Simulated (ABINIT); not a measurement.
# Quasiparticle gap of SiO2 (P6_422) in ABINIT, part 3 of 3

Wanted: ground state, empty states, screening and self-energy for SiO2 (P6_422).

ABINIT 10.8.3; LDA and many-body steps on it, plane waves. Known limits of the many-body steps: not at the basis limit; coarse k mesh.

So far. Step 4 (Empty states on the mesh, 3×3×2 mesh, 236 bands): On this mesh the gap is 5.503 eV. Step 5 (Screening, 3×3×2 mesh, 216 bands, screening to 106.1 eV): Local fields lower ε∞ by 8 %. On a Γ-centred mesh this coarse the value itself is usually too large, while a short band sum pulls it down.

**6. Self-energy, 3×3×2 mesh, 216 bands, screening to 106.1 eV**

The self-energy is evaluated for the states that the input lists, and the levels follow from it, in one-shot runs by the linearised quasiparticle equation.

This step: G0W0 on LDA, plane waves, norm-conserving pseudopotentials.

The input, run.abi:

```
acell 3*1.0 Angstrom
rprim 
  5.060522228394 0.000000000001 0.000000000000
  -2.530261114198 4.382540806204 0.000000000000
  0.000000000000 0.000000000000 5.541353310000
ntypat 2
znucl 14 8
natom 9
typat 1 1 1 2 2 2 2 2 2
xred 
  0.000000000000 0.500000000000 0.333333333333
  0.500000000000 0.500000000000 0.666666666667
  0.500000000000 0.000000000000 -0.000000000000
  0.582789260000 0.791394630000 0.833333333333
  0.791394630000 0.582789260000 0.500000000000
  0.791394630000 0.208605370000 0.166666666667
  0.417210740000 0.208605370000 0.833333333333
  0.208605370000 0.417210740000 0.500000000000
  0.208605370000 0.791394630000 0.166666666667
pp_dirpath "pseudos"
pseudos "Si.upf, O.upf"
ecut 36
ngkpt 3 3 2
nshiftk 1
shiftk 0 0 0
kptopt 1
chksymbreak 0
istwfk *1
occopt 1
irdwfk 1
optdriver 4
nband 216
gwcalctyp 0
ecutsigx 36
symsigma 1
nkptgw 6
kptgw 
  0.0000000000 0.0000000000 0.0000000000
  0.3333333333 0.0000000000 0.0000000000
  0.3333333333 0.3333333333 0.0000000000
  0.0000000000 0.0000000000 0.5000000000
  0.3333333333 0.0000000000 0.5000000000
  0.3333333333 0.3333333333 0.5000000000
bdgw 
  7 30
  7 30
  7 30
  7 30
  7 30
  7 30
ecuteps 3.9
irdscr 1
ppmodel 1
indata_prefix "in"
outdata_prefix "out"
tmpdata_prefix "tmp"
```

Command:

```
OMP_NUM_THREADS=1 mpirun -n 8 abinit run.abi > log
```

Numbers of over 12 decimals in the logs are rounded to 6 here.

What it wrote:

```text
.Version 10.8.3 of ABINIT. v10.8.2 released Aug 2026.

 Symmetries : space group P6_4 2 2 (#181); Bravais hP (primitive hexag.)
[... echo of the input left out ...]
== DATASET  1 ==================================================================
-   mpi_nproc: 8, omp_nthreads: 1 (-1 if OMP is not activated)

--- !DatasetInfo
iteration_state: {dtset: 1, }
dimensions: {natom: 9, nkpt: 6, mband: 216, nsppol: 1, nspinor: 1, nspden: 1, mpw: 8607, }
cutoff_energies: {ecut:  36.0, pawecutdg:  -1.0, }
electrons: {nelect:   4.80000000E+01, charge:   0.00000000E+00, occopt:   1.00000000E+00, tsmear:   1.00000000E-02, }

 SIGMA: Calculation of the GW corrections

 Based on a program developped by R.W. Godby, V. Olevano, G. Onida, and L. Reining.
 Incorporated in ABINIT by V. Olevano, G.-M. Rignanese, and M. Torrent.
.Using double precision arithmetic ; gwpc =  8

[... cell and pseudopotentials left out ...]
--------------------------------------------------------------------------------

 ==== K-mesh for the wavefunctions ====
 Number of points in the irreducible wedge :     6
[... list of points left out ...]
 Together with 12 symmetry operations and time-reversal symmetry
 yields    18 points in the full Brillouin Zone.

 ==== Q-mesh for screening function ====
 Number of points in the irreducible wedge :     6
[... list of points left out ...]
 Together with 12 symmetry operations and time-reversal symmetry
 yields    18 points in the full Brillouin Zone.

 vcoul_init : cutoff-mode = AUXILIARY_FUNCTION
 q-points for optical limit:   1
     1)      0.000010    0.000020    0.000030
 setmesh: FFT mesh size selected  =    45x   45x   60
          total number of points  =       121500

 Number of electrons calculated from density =   48.0000; Expected =   48.0000
 average of density, n =  0.057877
 r_s =    1.6037
 omega_plasma =   23.2065 [eV]

 === KS Band Gaps ===
  >>>> For spin  1
   Minimum direct gap =   5.6952 [eV], located at k-point      :   0.0000  0.0000  0.0000
   Fundamental gap    =   5.5029 [eV], Top of valence bands at :   0.0000  0.0000  0.5000
                                       Bottom of conduction at :   0.0000  0.0000  0.0000
 SIGMA fundamental parameters:
 PLASMON POLE MODEL  1
 number of plane-waves for SigmaX                 8543
 number of plane-waves for SigmaC and W            303
 number of plane-waves for wavefunctions          8543
 number of bands                                   216
 number of independent spin polarizations            1
 number of spinorial components                      1
 number of k-points in IBZ                           6
 number of q-points in IBZ                           6
 number of symmetry operations                      12
 number of k-points in BZ                           18
 number of q-points in BZ                           18
 number of frequencies for dSigma/dE                 9
 frequency step for dSigma/dE [eV]                0.25
 number of omega for Sigma on real axis              0
 max omega for Sigma on real axis  [eV]           0.00
 zcut for avoiding poles [eV]                     0.10

 EPSILON^-1 parameters (SCR file):
 dimension of the eps^-1 matrix on file            303
 dimension of the eps^-1 matrix used               303
 number of plane-waves for wavefunctions          8543
 number of bands                                   216
 number of q-points in IBZ                           6
 number of frequencies                               2
 number of real frequencies                          1
 number of imag frequencies                          1

 matrix elements of self-energy operator (all in [eV])

 Perturbative Calculation

--- !SelfEnergy_ee
iteration_state: {dtset: 1, }
kpoint     : [   0.000,    0.000,    0.000, ]
spin       : 1
KS_gap     :    5.695
QP_gap     :    8.648
Delta_QP_KS:    2.953
data: !SigmaeeData |
     Band     E0 <VxcDFT>   SigX SigC(E0)      Z dSigC/dE  Sig(E)    E-E0       E
        7  -9.005 -17.059 -24.323   4.443   0.798  -0.254 -19.309  -2.250 -11.256
        8  -9.005 -17.059 -24.323   4.443   0.798  -0.254 -19.309  -2.250 -11.256
        9  -6.204 -18.304 -24.928   4.119   0.811  -0.232 -20.337  -2.033  -8.237
       10  -5.920 -18.063 -24.782   4.191   0.809  -0.236 -20.109  -2.046  -7.966
       11  -5.828 -18.124 -24.781   4.146   0.811  -0.234 -20.159  -2.035  -7.862
       12  -5.828 -18.124 -24.781   4.146   0.811  -0.234 -20.159  -2.035  -7.862
       13  -3.305 -17.180 -23.732   4.145   0.809  -0.237 -19.126  -1.946  -5.251
       14  -3.297 -16.802 -23.189   4.006   0.810  -0.234 -18.731  -1.929  -5.227
       15  -3.297 -16.802 -23.189   4.006   0.810  -0.234 -18.731  -1.929  -5.227
       16  -2.971 -17.180 -23.556   3.999   0.810  -0.234 -19.107  -1.926  -4.897
[...]
--- !SelfEnergy_ee
iteration_state: {dtset: 1, }
kpoint     : [   0.333,    0.000,    0.000, ]
spin       : 1
KS_gap     :    6.875
QP_gap     :    9.996
Delta_QP_KS:    3.122
data: !SigmaeeData |
     Band     E0 <VxcDFT>   SigX SigC(E0)      Z dSigC/dE  Sig(E)    E-E0       E
[...]
--- !SelfEnergy_ee
iteration_state: {dtset: 1, }
kpoint     : [   0.333,    0.333,    0.000, ]
spin       : 1
KS_gap     :    8.322
QP_gap     :   11.619
Delta_QP_KS:    3.297
data: !SigmaeeData |
     Band     E0 <VxcDFT>   SigX SigC(E0)      Z dSigC/dE  Sig(E)    E-E0       E
[...]
--- !SelfEnergy_ee
iteration_state: {dtset: 1, }
kpoint     : [   0.000,    0.000,    0.500, ]
spin       : 1
KS_gap     :    7.308
QP_gap     :   10.491
Delta_QP_KS:    3.183
data: !SigmaeeData |
     Band     E0 <VxcDFT>   SigX SigC(E0)      Z dSigC/dE  Sig(E)    E-E0       E
[...]
--- !SelfEnergy_ee
iteration_state: {dtset: 1, }
kpoint     : [   0.333,    0.000,    0.500, ]
spin       : 1
KS_gap     :    8.321
QP_gap     :   11.705
Delta_QP_KS:    3.384
data: !SigmaeeData |
     Band     E0 <VxcDFT>   SigX SigC(E0)      Z dSigC/dE  Sig(E)    E-E0       E
[...]
--- !SelfEnergy_ee
iteration_state: {dtset: 1, }
kpoint     : [   0.333,    0.333,    0.500, ]
spin       : 1
KS_gap     :    9.180
QP_gap     :   12.846
Delta_QP_KS:    3.667
data: !SigmaeeData |
     Band     E0 <VxcDFT>   SigX SigC(E0)      Z dSigC/dE  Sig(E)    E-E0       E
[...]
26   8.776 -10.045  -5.033  -3.028   0.871  -0.149  -8.318   1.728  10.504
       27   8.776 -10.045  -5.033  -3.028   0.871  -0.149  -8.318   1.728  10.504
       28   8.970 -11.430  -6.289  -2.918   0.862  -0.160  -9.513   1.917  10.887
       29   9.475 -12.045  -6.397  -3.409   0.857  -0.166 -10.125   1.919  11.395
       30   9.475 -12.045  -6.397  -3.409   0.857  -0.166 -10.125   1.919  11.395

 New Fermi energy :        8.558300E-02 Ha ,    2.328832E+00 eV

 === QP Band Gaps ===
  >>>> For spin  1
   Minimum direct gap =   8.6480 [eV], located at k-point      :   0.0000  0.0000  0.0000
   Fundamental gap    =   8.4431 [eV], Top of valence bands at :   0.0000  0.0000  0.5000
                                       Bottom of conduction at :   0.0000  0.0000  0.0000

== END DATASET(S) ==============================================================
================================================================================

 -outvars: echo values of variables after computation  --------
           etotal      0.0000000000E+00
            nband         216
             nkpt           6
          spgroup         181
 [... the other variables as echoed above ...]

 Calculation completed.
```

Elapsed: 2.4 min, on 8 MPI ranks of Arm Neoverse V2, shared host; peak memory 3.5 GiB.

This step gave:

| Quantity | Value |
| --- | --- |
| G0W0 gap on the mesh | 8.443 eV |
| starting gap on the mesh | 5.503 eV |
| k of the valence top | 0, 0, 0.5 |
| k of the conduction bottom | 0, 0, 0 |
| Z at the valence top | 0.816 |
| Z at the conduction bottom | 0.875 |
| least direct G0W0 gap on the computed points | 8.648 eV |

The gap on the mesh goes from 5.50 eV to 8.44 eV, a correction of +2.94 eV.

Limits: finite bands, cutoff and mesh; coarse k mesh. v1 is the top filled band, c1 the lowest empty one. Levels before and after the correction, in eV, zero at the valence-band top of each column:

```csv
,conduction bottom,valence top
Kohn-Sham,5.50,0.00
G0W0,8.44,0.00
```

```
                     level  energy (eV)
Kohn-Sham          Γ v3-v2       -0.472
Kohn-Sham             Γ v1       -0.192
Kohn-Sham             Γ c1        5.503
Kohn-Sham          Γ c2-c3        8.728
Kohn-Sham     (0 0 0.5) v3       -0.283
Kohn-Sham  (0 0 0.5) v2-v1        0.000
Kohn-Sham  (0 0 0.5) c1-c2        7.308
Kohn-Sham     (0 0 0.5) c3        8.236
     G0W0          Γ v3-v2       -0.547
     G0W0             Γ v1       -0.205
     G0W0             Γ c1        8.443
     G0W0          Γ c2-c3       12.093
     G0W0     (0 0 0.5) v3       -0.342
     G0W0  (0 0 0.5) v2-v1        0.000
     G0W0  (0 0 0.5) c1-c2       10.491
     G0W0     (0 0 0.5) c3       11.432
```

**7. Where the time went**

Times are wall times on the hardware named with each run, good to a factor of about two.

```csv
step,time,share,memory (GiB)
ground state,39 s,11 %,0.85
bands along the symmetry lines,30 s,8 %,0.78
empty states on the mesh,87 s,24 %,0.8
screening,67 s,18 %,3.6
self-energy,2.4 min,39 %,3.5
```

**8. Outcome**

```
LDA gap              : 5.50 eV, indirect
G0W0 gap on the mesh : 8.44 eV
GW settings          : 3×3×2 mesh, 216 bands, screening to 106.1 eV, Godby-Needs plasmon pole
known limits         : not at the basis limit; coarse k mesh
```

What this shows: G0W0 moves the gap on the mesh from 5.50 eV to 8.44 eV (+2.94 eV), with Z of 0.82 and 0.88 at the edges. Local fields lower the RPA ε∞ on this mesh from 2.48 to 2.29; a Γ-centred mesh this coarse tends to raise both, most where the direct gap is narrow, while a short band sum lowers them. The dearest step here is «self-energy». Bands and cutoff are finite, so the gap is not at the basis limit. The miss can reach some tenths of an eV and take either sign; the mesh is an error of its own. The 3×3×2 mesh is coarse for this cell, which bears on the long-range parts of exchange and screening.

[Paths, hosts, dates, memory and timing lines, banners, echoed tables and standing remarks are left out of the program output.]

[Logs are printed without paths, hosts, clocks, repeated set-up lines and the standing remarks that a program may print on its own settings, such as how far it seeks lower states.]

[Runs of the session that timed out or met a known fault of the program may be left out.]

[Hosts, paths, dates, database ids (printed as entryN), source tags and the programs' standing remarks are cut or masked in the printed files.]

[G0W0 gaps are taken among the corrected bands and points alone; a level outside them can change the order at an edge.]

[Where Ansatz stands beside ABINIT at settings called matched, ABINIT's density can come from a denser mesh and the files from another edition; pairs whose starting gaps differed by over 0.03 eV were left out, so agreement reads better than it is.]
